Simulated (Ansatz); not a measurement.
Reflectivity of ZrC (Fm-3m) at normal incidence (Ansatz, r2SCAN, independent particles, without spin-orbit coupling, line width 0.1 eV (Gaussian), carrier damping 0.03 eV):

| E (eV) | R (%) |
| --- | --- |
| 1.00 | 56.3 |
| 1.25 | 51.2 |
| 1.50 | 48.4 |
| 1.75 | 47.2 |
| 2.00 | 45.1 |
| 2.25 | 43.0 |
| 2.50 | 40.9 |
| 2.75 | 39.0 |
| 3.00 | 37.5 |
| 3.25 | 36.7 |
| 3.50 | 36.6 |
| 3.75 | 36.7 |
| 4.00 | 36.8 |
| 4.25 | 37.3 |
| 4.50 | 40.1 |
| 4.75 | 38.5 |
| 5.00 | 37.3 |

Task: What colour would a polished face show in daylight?

Result: Light grey: CIE x = 0.324, y = 0.340, luminous reflectivity 43 % under D65, from the mean over the axes.
